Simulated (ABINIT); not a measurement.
# Diamond (Fd-3m, 2 atoms a cell): G0W0 in ABINIT against the wavefunction cutoff in GW, part 2 of 2

Aim: move the wavefunction cutoff in GW of a G0W0 run on Diamond (Fd-3m, 2 atoms a cell) over a wide range.

ABINIT 10.8.3; PBE and many-body steps on it, plane waves. Known limits of the many-body steps: not at the basis limit.

So far. Step 2 (Screening, 8×8×8 mesh, 56 bands, screening to 261.2 eV): Local fields lower ε∞ by 8 %. Step 5 (18.5 Ha): The gap on the mesh goes from 4.19 eV to 5.44 eV, a correction of +1.25 eV.

**6. Screening, 8×8×8 mesh, 56 bands, screening to 261.2 eV**

This step: RPA screening on PBE, plane waves, norm-conserving pseudopotentials.

The input, run.abi:

```
acell 3*1.0 Angstrom
rprim 
  -0.000000000000 1.783370000000 1.783370000000
  1.783370000000 -0.000000000000 1.783370000000
  1.783370000000 1.783370000000 0.000000000000
ntypat 1
znucl 6
natom 2
typat 1 1
xred 
  -0.000000000000 0.000000000000 0.000000000000
  0.250000000000 0.250000000000 0.250000000000
pp_dirpath "pseudos"
pseudos "C.upf"
ecut 37
ngkpt 8 8 8
nshiftk 1
shiftk 0 0 0
kptopt 1
chksymbreak 0
istwfk *1
occopt 1
irdwfk 1
optdriver 3
nband 56
ecuteps 9.6
inclvkb 2
awtr 1
symchi 1
ecutwfn 27.8
indata_prefix "in"
outdata_prefix "out"
tmpdata_prefix "tmp"
```

Started as:

```
OMP_NUM_THREADS=1 mpirun -n 8 abinit run.abi > log
```

Log:

```text
.Version 10.8.3 of ABINIT. v10.8.2 released Aug 2026.

 Symmetries : space group Fd -3 m (#227); Bravais cF (face-center cubic)
[... echo of the input left out ...]
== DATASET  1 ==================================================================
-   mpi_nproc: 8, omp_nthreads: 1 (-1 if OMP is not activated)

--- !DatasetInfo
iteration_state: {dtset: 1, }
dimensions: {natom: 2, nkpt: 29, mband: 56, nsppol: 1, nspinor: 1, nspden: 1, mpw: 546, }
cutoff_energies: {ecut:  27.8, pawecutdg:  -1.0, }
[...]
--------------------------------------------------------------------------------
[... chi0 elements left out ...]
 For q-point:  0.000010 0.000020 0.000030
  dielectric constant =   5.5120
  dielectric constant without local fields =   5.9514

  Average fulfillment of the sum rule on Im[epsilon] for q-point    1 :     85.42  [%]
[... wings left out ...]
  q-point number  2        q = ( 0.125000, 0.000000, 0.000000) [r.l.u.]
--------------------------------------------------------------------------------
[... chi0 elements left out ...]
  Average fulfillment of the sum rule on Im[epsilon] for q-point    2 :     97.23  [%]

 [... 27 further q-points ...]
```

The job ended after 22 s (8 MPI ranks of Arm Neoverse V1, shared host; peak memory 0.97 GiB).

This step gave:

```yaml
eps_infinity_with_local_fields_on_this_mesh_along_the_program_s_q_direction: 5.512
the_same_without_local_fields: 5.951
plasma_frequency: 31.18 eV
plane_waves_in_the_screening_matrix: 113
```

**7. 27.8 Ha**

This step: G0W0 on PBE, plane waves, norm-conserving pseudopotentials.

run.abi, as its differences from that of step 6:

```diff
@@ -23,8 +23,17 @@
 irdwfk 1
-optdriver 3
+optdriver 4
 nband 56
+gwcalctyp 0
+ecutsigx 27.8
+symsigma 1
+nkptgw 2
+kptgw 
+  0.0000000000 0.0000000000 0.0000000000
+  0.3750000000 0.3750000000 0.0000000000
+bdgw 
+  2 7
+  3 6
 ecuteps 9.6
-inclvkb 2
-awtr 1
-symchi 1
+irdscr 1
+ppmodel 1
 ecutwfn 27.8
```

Log:

```text
.Version 10.8.3 of ABINIT. v10.8.2 released Aug 2026.

 Symmetries : space group Fd -3 m (#227); Bravais cF (face-center cubic)
[... echo of the input left out ...]
== DATASET  1 ==================================================================
-   mpi_nproc: 8, omp_nthreads: 1 (-1 if OMP is not activated)

--- !DatasetInfo
iteration_state: {dtset: 1, }
dimensions: {natom: 2, nkpt: 29, mband: 56, nsppol: 1, nspinor: 1, nspden: 1, mpw: 546, }
cutoff_energies: {ecut:  27.8, pawecutdg:  -1.0, }
[...]
Band     E0 <VxcDFT>   SigX SigC(E0)      Z dSigC/dE  Sig(E)    E-E0       E
[...]
5  14.483 -14.095  -8.672  -4.676   0.842  -0.188 -13.466   0.628  15.111
        6  17.096 -13.238  -7.304  -5.217   0.843  -0.186 -12.633   0.605  17.701

== END DATASET(S) ==============================================================
================================================================================

 -outvars: echo values of variables after computation  --------
           etotal      0.0000000000E+00
            nband          56
             nkpt          29
          spgroup         227
 [... the other variables as echoed above ...]

 Calculation completed.
```

Wall time 4.3 s (8 MPI ranks); peak memory 1.1 GiB; 33 s of CPU time.

Numbers from this step:

```
G0W0 gap on the points computed              : 5.461 eV
starting gap on the mesh                     : 4.190 eV
k of the valence top                         : 0, 0, 0
k of the conduction bottom                   : 0.375, 0.375, 0
least direct G0W0 gap on the computed points : 7.406 eV
```

Against the run before, the gap moves by +0.023 eV.

**8. Screening, 8×8×8 mesh, 56 bands, screening to 261.2 eV**

This step: RPA screening on PBE, plane waves, norm-conserving pseudopotentials.

run.abi, as its differences from that of step 7:

```diff
@@ -23,18 +23,8 @@
 irdwfk 1
-optdriver 4
+optdriver 3
 nband 56
-gwcalctyp 0
-ecutsigx 27.8
-symsigma 1
-nkptgw 2
-kptgw 
-  0.0000000000 0.0000000000 0.0000000000
-  0.3750000000 0.3750000000 0.0000000000
-bdgw 
-  2 7
-  3 6
 ecuteps 9.6
-irdscr 1
-ppmodel 1
-ecutwfn 27.8
+inclvkb 2
+awtr 1
+symchi 1
 indata_prefix "in"
```

Log:

```text
.Version 10.8.3 of ABINIT. v10.8.2 released Aug 2026.

 Symmetries : space group Fd -3 m (#227); Bravais cF (face-center cubic)
[... echo of the input left out ...]
== DATASET  1 ==================================================================
-   mpi_nproc: 8, omp_nthreads: 1 (-1 if OMP is not activated)

--- !DatasetInfo
iteration_state: {dtset: 1, }
dimensions: {natom: 2, nkpt: 29, mband: 56, nsppol: 1, nspinor: 1, nspden: 1, mpw: 869, }
cutoff_energies: {ecut:  37.0, pawecutdg:  -1.0, }
[...]
--------------------------------------------------------------------------------
[... chi0 elements left out ...]
 For q-point:  0.000010 0.000020 0.000030
  dielectric constant =   5.5095
  dielectric constant without local fields =   5.9484

  Average fulfillment of the sum rule on Im[epsilon] for q-point    1 :     85.44  [%]
[... wings left out ...]
  q-point number  2        q = ( 0.125000, 0.000000, 0.000000) [r.l.u.]
--------------------------------------------------------------------------------
[... chi0 elements left out ...]
  Average fulfillment of the sum rule on Im[epsilon] for q-point    2 :     97.24  [%]

 [... 27 further q-points ...]
```

Run time: 22 s. Hardware: 8 MPI ranks; peak memory 1 GiB.

Numbers from this step:

* ε∞ with local fields, on this mesh, along the program's q direction: 5.510
* the same without local fields: 5.948
* plasma frequency: 31.18 eV
* plane waves in the screening matrix: 113

**9. 37 Ha**

This step: G0W0 on PBE, plane waves, norm-conserving pseudopotentials.

run.abi, as its differences from that of step 8:

```diff
@@ -23,8 +23,17 @@
 irdwfk 1
-optdriver 3
+optdriver 4
 nband 56
+gwcalctyp 0
+ecutsigx 37
+symsigma 1
+nkptgw 2
+kptgw 
+  0.0000000000 0.0000000000 0.0000000000
+  0.3750000000 0.3750000000 0.0000000000
+bdgw 
+  2 7
+  3 6
 ecuteps 9.6
-inclvkb 2
-awtr 1
-symchi 1
+irdscr 1
+ppmodel 1
 indata_prefix "in"
```

Log:

```text
.Version 10.8.3 of ABINIT. v10.8.2 released Aug 2026.

 Symmetries : space group Fd -3 m (#227); Bravais cF (face-center cubic)
[... echo of the input left out ...]
== DATASET  1 ==================================================================
-   mpi_nproc: 8, omp_nthreads: 1 (-1 if OMP is not activated)

--- !DatasetInfo
iteration_state: {dtset: 1, }
dimensions: {natom: 2, nkpt: 29, mband: 56, nsppol: 1, nspinor: 1, nspden: 1, mpw: 869, }
cutoff_energies: {ecut:  37.0, pawecutdg:  -1.0, }
[...]
Band     E0 <VxcDFT>   SigX SigC(E0)      Z dSigC/dE  Sig(E)    E-E0       E
[...]
5  14.483 -14.094  -8.673  -4.677   0.842  -0.188 -13.467   0.627  15.110
        6  17.096 -13.238  -7.304  -5.217   0.843  -0.186 -12.633   0.605  17.701

== END DATASET(S) ==============================================================
================================================================================

 -outvars: echo values of variables after computation  --------
           etotal      0.0000000000E+00
            nband          56
             nkpt          29
          spgroup         227
 [... the other variables as echoed above ...]

 Calculation completed.
```

Wall time 4.5 s (8 MPI ranks); peak memory 1 GiB; 35 s of CPU time.

Numbers from this step:

```yaml
g0w0_gap_on_the_points_computed: 5.467 eV
starting_gap_on_the_mesh: 4.190 eV
k_of_the_valence_top: 0, 0, 0
k_of_the_conduction_bottom: 0.375, 0.375, 0
least_direct_g0w0_gap_on_the_computed_points: 7.408 eV
```

Against the run before, the gap moves by +0.006 eV.

**10. The runs together**

Times are wall times on 8 MPI ranks of Arm Neoverse V1, shared host, good to a factor of about two. A run's time includes the screening step that it read.

| run | mesh | bands | screening cutoff (eV) | DFT gap (eV) | gap on the mesh (eV) | direct (eV) | ε∞ used | time |
| --- | --- | --- | --- | --- | --- | --- | --- | --- |
| 11.1 Ha | 8×8×8 | 56 | 261.2 | 4.190 | 5.367 | 7.409 | 5.58 | 25 s |
| 18.5 Ha | 8×8×8 | 56 | 261.2 | 4.190 | 5.438 | 7.407 | 5.52 | 26 s |
| 27.8 Ha | 8×8×8 | 56 | 261.2 | 4.190 | 5.461 | 7.406 | 5.51 | 26 s |
| 37 Ha | 8×8×8 | 56 | 261.2 | 4.190 | 5.467 | 7.408 | 5.51 | 26 s |

**11. What came out**

```yaml
11p1_ha: 5.367 eV
18p5_ha: 5.438 eV
27p8_ha: 5.461 eV
37_ha: 5.467 eV
known_limits: not at the basis limit
```

In words: The setting moved: wavefunction cutoff in GW. From 11.1 Ha to 37 Ha the gap moves by +0.10 eV. It holds to 0.03 eV from 18.5 Ha on. Bands and screening cutoff are coupled, so a series along one setting does not show full convergence. The exchange cutoff follows the wavefunction cutoff here. Bands and cutoff are finite, so the gap is not at the basis limit. The miss can reach some tenths of an eV and take either sign; the mesh is an error of its own. In the first G0W0 run levels were corrected at 2 k points alone, so a gap called «on the mesh» is the least over those, and an edge elsewhere would be missed.

[Paths, hosts, dates, memory and timing lines, banners, echoed tables and standing remarks are left out of the program output.]

[Logs are printed without paths, hosts, clocks, repeated set-up lines and the standing remarks that a program may print on its own settings, such as how far it seeks lower states.]

[Runs of the session that timed out or met a known fault of the program may be left out.]

[No measured gap is set beside runs whose start may be inverted or whose files or cutoffs have a known fault.]

[Hosts, paths, dates, database ids (printed as entryN), source tags and the programs' standing remarks are cut or masked in the printed files.]

[G0W0 gaps are taken among the corrected bands and points alone; a level outside them can change the order at an edge.]

[Where Ansatz stands beside ABINIT at settings called matched, ABINIT's density can come from a denser mesh and the files from another edition; pairs whose starting gaps differed by over 0.03 eV were left out, so agreement reads better than it is.]
